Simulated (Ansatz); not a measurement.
# How fast states decay through InGaCu2S4, part 3 of 4

A new crystal, InGaCu2S4: structure, gap and complex bands. It is built by putting Cu for Ag, S for Te in the InGaAg2Te4 structure of space group I-4, with the volume rescaled by atomic radii. The parent structure comes from the Materials Project.

Ansatz 0.2.0; r2SCAN DFT, plane waves, PAW files (the session's first sound run).

So far, gap on the k-mesh (eV): step 3 (band edges) 0.792.

The structure was built from a prototype and need not be the compound's stable phase.

## 5. Decay over the two-dimensional zone

Level of this step: r2SCAN DFT, plane waves, PAW files; complex bands by layer matching along the plane's normal (Ansatz).

The listed points could miss the slowest state, so one energy near mid-gap is solved on a mesh of 6×6.

input.yaml reads:

```yaml
crystal:
  lattice:
    - [5.417290475, 0.0, 0.0]
    - [0.0, 5.417290475, 0.0]
    - [2.708645237, 2.708645237, 5.420235987]
  atoms:
    - { symbol: In, position: [0.5, 0.5, 0.0] }
    - { symbol: Ga, position: [0.75, 0.25, 0.5] }
    - { symbol: Cu, position: [0.25, 0.75, 0.5] }
    - { symbol: Cu, position: [0.0, 0.0, 0.0] }
    - { symbol: S, position: [0.8952126952, 0.8973218766, 0.7370004701] }
    - { symbol: S, position: [0.3677868347, 0.3656776533, 0.7370004701] }
    - { symbol: S, position: [0.1026781234, 0.6322131653, 0.2629995299] }
    - { symbol: S, position: [0.6343223467, 0.1047873048, 0.2629995299] }
kpoints:
  mp_grid: { grid: [6, 6, 6] }
scf:
  occupations: { method: fixed }
hamiltonian:
  xc: r2scan
output:
  eigenvalues: true
  transmission: { leads: [[0, 0]], kmesh: [6, 6], e_range: [0.4, 0.41], de: 0.05 }
```

The run is started by

```
$ ansatz run input.yaml --threads 2 --pin off --max-ram 4096MiB --backend cpu --events-out ev --progress --plain --runs-dir out
```

Numbers of over 12 decimals in the logs are rounded to 6 here.

What it wrote:

```text
[...]
Crystal: 8 atoms, lattice volume = 159.068 Å³
Basis set: ecut = 500 eV, 4035 PW (Γ), exchange–correlation on 160×160×200 points (64 copies of the dense FFT grid, shifted against one another)
Bands: 53, of which v1, the nominal top of the filled ones, is band 44 counted from 1 (43 counted from 0)
Symmetry: 4 space group operations
[...]
k-points: 36 of 216 (time reversal used)
[...]
SCF iter   1: F=—  HF=-26293.244659 eV  |F-HF|=—  |Δ(HF+E_count)|=         —  Δρ=2.25e-2  dr2=5.17e-1  dr2_τ=2.91e-2  ethr=1.77e-3  ⟨swp⟩=5.0  Hψ=6264  notcnv=0  defer=231
[...]
SCF iter  10: F=-26293.208145 eV  HF=-26293.208145 eV  |F-HF|=6.88e-9  |Δ(HF+E_count)|=   1.23e-7  Δρ=4.95e-6  dr2=3.47e-8  dr2_τ=8.00e-10  ethr=1.14e-10  ⟨swp⟩=10.6  Hψ=6853  notcnv=0
SCF 1 converged in 10 iterations: F = -26293.208145 eV  dr2 = 3.47e-8
[...]
transmission: 32 of 160 steps passed
transmission: 64 of 160 steps passed
[...]
transmission: 160 of 160 steps passed
SCF converged after 10 iterations
Free energy (F): -26293.208145 eV
[...]
Internal energy: -26293.208145 eV  (E = F + TS)
E sigma→0 (E₀):  -26293.208145 eV
Fermi energy:    8.019776 eV
[...]
--- Band table (eV; the first three rows and the last of 36) ---
  k-point 0: bands = [... 40 lower, 6.6164, 7.9731, 7.9731, 8.0198, 8.8116, 10.4175, 10.7809, 12.4425, ... 5 higher]
  k-point 1: bands = [... 40 lower, 6.6016, 7.6223, 7.8039, 7.8039, 9.4314, 10.4996, 10.8048, 11.7437, ... 5 higher]
  k-point 2: bands = [... 40 lower, 6.7392, 7.2505, 7.4487, 7.4487, 10.1175, 10.6327, 10.7956, 10.7956, ... 5 higher]
  k-point 35: bands = [... 40 lower, 7.2398, 7.3396, 7.4471, 7.5836, 9.9166, 10.1467, 11.7823, 12.2056, ... 5 higher]
--- Transmission ---
  basis      : 301 plane waves across, 8 finite elements along
  points     : 20, standing for a mesh of 6 x 6
  energies   : 1 from 0.400000 to 0.400000 eV about the Fermi level; the leads are filled to 0.395894 eV, and channels, transmission and decay are at 0.400000 eV
[...]
channels       : 0.000000e0 a spin
    conductance    : none, crystal 0 has no channel at the energies, or these end too early or step too widely for 300 K: set another output.transmission.e_range or a lower de, or, where they end at an eighth of basis.ecutwfc, a higher one
    slowest decay  : 0.0884 /Å at (0.0000, 0.0000)
```

Run time: 1.8 min. Hardware: 2 threads of Arm Neoverse V2, shared host; peak memory 1.7 GiB; 3.6 min of CPU time.

This step gave:

```yaml
least_decay_constant_on_the_mesh: 0.0884 Å⁻¹
```

Slowest decay constant (1/Å; 0 where a channel is open) over k1 and k2. At 0.4000 eV from the Fermi level.

Values, 6 rows by 6 columns:
```
0.296 0.250 0.274 0.290 0.269 0.250
0.371 0.269 0.226 0.217 0.226 0.274
0.347 0.290 0.217 0.088 0.217 0.290
0.371 0.274 0.226 0.217 0.226 0.269
0.296 0.250 0.269 0.290 0.274 0.250
0.248 0.296 0.371 0.347 0.371 0.296
```
Columns: k1 (b1) from -0.5 to 0.333; rows upwards: k2 (b2) from -0.5 to 0.333.

The least value on the mesh is 0.0884 Å⁻¹ at +0.40 eV. At that energy the listed points give about 0.0884 Å⁻¹ by interpolation, so the mesh holds no clearly slower state.

## 6. Band edges at another level, cutoff 420 eV

This step: PBEsol DFT, plane waves, PAW files (Ansatz 0.2.0).

The edges again with PBEsol, at the same atoms. Against that run the cutoff is 420 eV against 500.

input.yaml reads:

```yaml
crystal:
  lattice:
    - [-2.7086452373, 2.7086452373, 5.4202359867]
    - [2.7086452373, -2.7086452373, 5.4202359867]
    - [2.7086452373, 2.7086452373, -5.4202359867]
  atoms:
    - { symbol: In, position: [0.5, 0.5, 0.0] }
    - { symbol: Ga, position: [0.75, 0.25, 0.5] }
    - { symbol: Cu, position: [0.25, 0.75, 0.5] }
    - { symbol: Cu, position: [0.0, 0.0, 0.0] }
    - { symbol: S, position: [0.6343223467, 0.6322131653, 0.5295350419] }
    - { symbol: S, position: [0.1026781234, 0.1047873048, 0.4704649581] }
    - { symbol: S, position: [0.8952126952, 0.3656776533, 0.9978908186] }
    - { symbol: S, position: [0.3677868347, 0.8973218766, 0.0021091814] }
kpoints:
  mp_grid: { grid: [6, 6, 6] }
  band_path: { path: [VBM, CBM], npoints: 30 }
scf:
  occupations: { method: fixed }
hamiltonian:
  xc: pbesol
output:
  eigenvalues: true
```

What it wrote:

```text
[...]
Crystal: 8 atoms, lattice volume = 159.068 Å³
Basis set: ecut = 420 eV, 3075 PW (Γ)
Bands: 53, of which v1, the nominal top of the filled ones, is band 44 counted from 1 (43 counted from 0)
Symmetry: 4 space group operations
[...]
k-points: 36 of 216 (time reversal used)
[...]
SCF iter   1: F=—  HF=-25990.177578 eV  |F-HF|=—  |Δ(HF+E_count)|=         —  Δρ=9.53e-3  dr2=1.12e-1  ethr=1.77e-3  ⟨swp⟩=5.0  Hψ=6189  notcnv=0  defer=236
[...]
SCF iter  10: F=-25990.151854 eV  HF=-25990.151854 eV  |F-HF|=4.36e-9  |Δ(HF+E_count)|=   1.87e-7  Δρ=1.98e-6  dr2=4.48e-9  ethr=1.14e-10  ⟨swp⟩=8.4  Hψ=7277  notcnv=0
SCF 1 converged in 10 iterations: F = -25990.151854 eV  dr2 = 4.48e-9
[...]
SCF converged after 10 iterations
Free energy (F): -25990.151854 eV
[...]
Internal energy: -25990.151854 eV  (E = F + TS)
E sigma→0 (E₀):  -25990.151854 eV
Fermi energy:    8.011887 eV
[...]
--- Band table (eV; the first three rows and the last of 36) ---
  k-point 0: bands = [... 40 lower, 6.5493, 7.9708, 7.9708, 8.0119, 8.3877, 10.1014, 10.4877, 12.1142, ... 5 higher]
  k-point 1: bands = [... 40 lower, 6.6828, 7.1449, 7.7392, 7.9078, 9.3811, 10.3805, 11.0972, 11.9393, ... 5 higher]
  k-point 2: bands = [... 40 lower, 6.8842, 7.0122, 7.4145, 7.7476, 9.8710, 10.2202, 11.3234, 11.7014, ... 5 higher]
  k-point 35: bands = [... 40 lower, 6.8736, 6.9560, 7.1863, 7.1863, 9.9457, 10.0863, 10.0863, 10.3548, ... 5 higher]
```

Run time: 40 s. Hardware: 2 threads; peak memory 0.54 GiB.

Numbers from this step:

| Quantity | Value |
| --- | --- |
| free energy | -25990.1519 eV |
| Fermi energy | 8.012 eV |
| gap on the k-mesh | 0.3758 eV |
| gap on path | 0.3758 eV, by band count; negative where bands overlap |
| direct gap on path | 0.3758 eV |

Levels at VBM (eV): -7.48, -6.13, -5.20, -4.84, -4.73, -4.41, -4.41, -3.77, -3.77, -3.40, -3.40, -3.37, -2.05, -2.03, -1.90, -1.60, -1.60, -1.58, -1.46, -0.04, -0.04, 0.00, 0.38, 2.09, 2.48, 4.10, 4.10, 4.78, 5.00, 5.00, 5.03.

The searched edges give 0.376 eV, as on the mesh.

Between step 3 and this run (PBEsol and cutoff 420 eV) the value for the gap on the k-mesh moves from 0.792 eV to 0.376 eV.

## 7. Complex bands at another level, cutoff 420 eV

This step: PBEsol DFT, plane waves, PAW files; complex bands by layer matching along the plane's normal (Ansatz 0.2.0).

The complex bands at that level, over its own gap, at (0, 0) and (0.5, 0).

input.yaml reads:

```yaml
crystal:
  lattice:
    - [5.417290475, 0.0, 0.0]
    - [0.0, 5.417290475, 0.0]
    - [2.708645237, 2.708645237, 5.420235987]
  atoms:
    - { symbol: In, position: [0.5, 0.5, 0.0] }
    - { symbol: Ga, position: [0.75, 0.25, 0.5] }
    - { symbol: Cu, position: [0.25, 0.75, 0.5] }
    - { symbol: Cu, position: [0.0, 0.0, 0.0] }
    - { symbol: S, position: [0.8952126952, 0.8973218766, 0.7370004701] }
    - { symbol: S, position: [0.3677868347, 0.3656776533, 0.7370004701] }
    - { symbol: S, position: [0.1026781234, 0.6322131653, 0.2629995299] }
    - { symbol: S, position: [0.6343223467, 0.1047873048, 0.2629995299] }
kpoints:
  mp_grid: { grid: [6, 6, 6] }
scf:
  occupations: { method: fixed }
hamiltonian:
  xc: pbesol
output:
  eigenvalues: true
  transmission:
    leads: [[0, 0]]
    kpoints: [[0.0, 0.0], [0.5, 0.0]]
    e_range: [-1.0, 1.38]
    de: 0.05
```

What it wrote:

```text
[...]
Crystal: 8 atoms, lattice volume = 159.068 Å³
Basis set: ecut = 420 eV, 3075 PW (Γ)
Bands: 53, of which v1, the nominal top of the filled ones, is band 44 counted from 1 (43 counted from 0)
Symmetry: 4 space group operations
[...]
k-points: 36 of 216 (time reversal used)
[...]
SCF iter   1: F=—  HF=-25990.177604 eV  |F-HF|=—  |Δ(HF+E_count)|=         —  Δρ=9.52e-3  dr2=1.12e-1  ethr=1.77e-3  ⟨swp⟩=5.0  Hψ=6194  notcnv=0  defer=235
[...]
SCF iter  10: F=-25990.151865 eV  HF=-25990.151865 eV  |F-HF|=4.60e-9  |Δ(HF+E_count)|=   1.87e-7  Δρ=1.95e-6  dr2=4.45e-9  ethr=1.14e-10  ⟨swp⟩=8.4  Hψ=7358  notcnv=0
SCF 1 converged in 10 iterations: F = -25990.151865 eV  dr2 = 4.45e-9
[...]
transmission: 7 of 14 steps passed
transmission: 14 of 14 steps passed
SCF converged after 10 iterations
Free energy (F): -25990.151865 eV
[...]
Internal energy: -25990.151865 eV  (E = F + TS)
E sigma→0 (E₀):  -25990.151865 eV
Fermi energy:    8.011896 eV
[...]
--- Band table (eV; the first three rows and the last of 36) ---
  k-point 0: bands = [... 40 lower, 6.5493, 7.9708, 7.9708, 8.0119, 8.3877, 10.1015, 10.4877, 12.1142, ... 5 higher]
  k-point 1: bands = [... 40 lower, 6.5336, 7.5213, 7.7945, 7.7945, 9.1088, 10.1808, 10.5065, 11.4178, ... 5 higher]
  k-point 2: bands = [... 40 lower, 6.7004, 7.1611, 7.4258, 7.4258, 9.8201, 10.3440, 10.4760, 10.4760, ... 5 higher]
  k-point 35: bands = [... 40 lower, 7.2160, 7.3128, 7.4189, 7.5487, 9.5854, 9.8209, 11.3395, 11.7396, ... 5 higher]
--- Transmission ---
  basis      : 253 plane waves across, 7 finite elements along
  points     : 2, as listed
[...]
channels       : 0.000000e0 a spin
[...]
slowest decay  : 0.0445 /Å at (0.0000, 0.0000)
```

Run time: 71 s. Hardware: 2 threads; peak memory 0.9 GiB.

This step gave:

- level to which the leads are filled: 0.1879 eV from the Fermi level
- decay constant at the filling level, zone centre: 0.04448 Å⁻¹
- decay constant at the filling level, slowest listed point: 0.0445 Å⁻¹

K parallel (0, 0); values up to 1.5 1/Å, a degenerate pair printed once or twice; energies at which all values exceed this have no row. The Im kz of the slowest decaying states by energy, zero at the highest filled level on the SCF mesh:

```
energy (eV)  decay 1 (Å⁻¹)  decay 2 (Å⁻¹)  decay 3 (Å⁻¹)  decay 4 (Å⁻¹)
     -1.000         0.0953          0.321          0.524          0.725
     -0.900         0.0789          0.323          0.640          0.662
     -0.750          0.330          0.552          0.656          0.849
     -0.650          0.336          0.519          0.617          0.854
     -0.550          0.340          0.497          0.591          0.881
     -0.400          0.345          0.475          0.565          0.865
     -0.300          0.346          0.464          0.553          0.855
     -0.200          0.347          0.455          0.542          0.844
     -0.050          0.346          0.442          0.528          0.827
      0.000        0.00141         0.0881          0.345          0.439
      0.050         0.0313          0.129          0.344          0.435
      0.200         0.0445          0.203          0.339          0.424
      0.300         0.0351          0.236          0.335          0.416
      0.400          0.263          0.331          0.409          0.489
      0.550          0.295          0.322          0.397          0.475
      0.650          0.312          0.315          0.388          0.466
      0.750          0.307          0.328          0.380          0.456
      0.900          0.294          0.347          0.366          0.441
      1.000          0.284          0.355          0.357          0.431
      1.100          0.273          0.344          0.367          0.419
      1.250          0.255          0.326          0.379          0.402
      1.350          0.241          0.312          0.386          0.389
```

K parallel (0, 0). Table of Re kz of states that move upwards by energy, zero at the highest filled level on the SCF mesh:

```
energy (eV)  channel 1 (Å⁻¹)  channel 2 (Å⁻¹)  channel 3 (Å⁻¹)
     -1.000           -0.501                -                -
     -0.900           -0.422                -                -
     -0.850           -0.386                -                -
     -0.750           -0.484           -0.484           -0.321
     -0.700           -0.451           -0.451           -0.292
     -0.600           -0.394           -0.394           -0.241
     -0.500           -0.342           -0.342           -0.197
     -0.450           -0.317           -0.317           -0.177
     -0.350           -0.266           -0.266           -0.140
     -0.250           -0.212           -0.212           -0.106
     -0.200           -0.182           -0.182          -0.0891
     -0.100           -0.108           -0.108          -0.0555
     -0.050          -0.0414          -0.0414          -0.0366
      0.000                -                -                -
      0.050                -                -                -
      0.150                -                -                -
      0.200                -                -                -
      0.300                -                -                -
      0.400           0.0227                -                -
      0.450           0.0417                -                -
      0.550           0.0698                -                -
      0.600           0.0822                -                -
      0.700            0.106                -                -
      0.800            0.128                -                -
      0.850            0.139                -                -
      0.950            0.161                -                -
      1.050            0.183                -                -
      1.100            0.194                -                -
      1.200            0.216                -                -
      1.250            0.227                -                -
      1.350            0.250                -                -
```

K parallel (0.5, 0); values up to 1.5 1/Å, a degenerate pair printed once or twice; energies at which all values exceed this have no row. Im kz of the slowest decaying states against energy, zero at the highest filled level on the SCF mesh:

```
energy (eV)  decay 1 (Å⁻¹)  decay 2 (Å⁻¹)  decay 3 (Å⁻¹)  decay 4 (Å⁻¹)
     -1.000         0.0589          0.198          0.798           1.08
     -0.900         0.0567          0.227          0.824           1.09
     -0.750         0.0643          0.184          0.247          0.869
     -0.650          0.130          0.217          0.247          0.908
     -0.550          0.155          0.230          0.240          0.960
     -0.400          0.155          0.266          0.974           1.06
     -0.300          0.245          0.280          0.928           1.10
     -0.200          0.286          0.292          0.899           1.10
     -0.050          0.307          0.326          0.876           1.09
      0.000          0.311          0.336          0.873           1.08
      0.050          0.315          0.346          0.872           1.07
      0.200          0.324          0.369          0.889           1.03
      0.300          0.328          0.382          0.952           1.33
      0.400          0.331          0.393          0.945           1.31
      0.550          0.332          0.406          0.936           1.29
      0.650          0.331          0.414          0.820           1.04
      0.750          0.329          0.400          0.440          0.761
      0.900          0.325          0.397          0.458          0.698
      1.000          0.321          0.397          0.466          0.663
      1.100          0.317          0.397          0.473          0.630
      1.250          0.309          0.397          0.483          0.580
      1.350          0.303          0.397          0.497          0.539
```

At the listed wavevectors the last open channel is at -0.05 eV and the next at +0.40 eV on the grid. At +0.20 eV, the grid energy nearest the filling level (the middle of the gap on the SCF mesh), the slowest state at the listed wavevectors decays with κ = 0.0445 Å⁻¹, its amplitude falling by e over 22 Å; the first such run, plane (001), gave 0.0884 Å⁻¹.

(Continued in part 4 of 4.)

[Logs are printed without paths, hosts, clocks, repeated set-up lines and the standing remarks that a program may print on its own settings, such as how far it seeks lower states.]

[Hosts, paths, dates, database ids (printed as entryN), source tags and the programs' standing remarks are cut or masked in the printed files.]

[New means built here by substitution; the compound itself may be known and measured.]
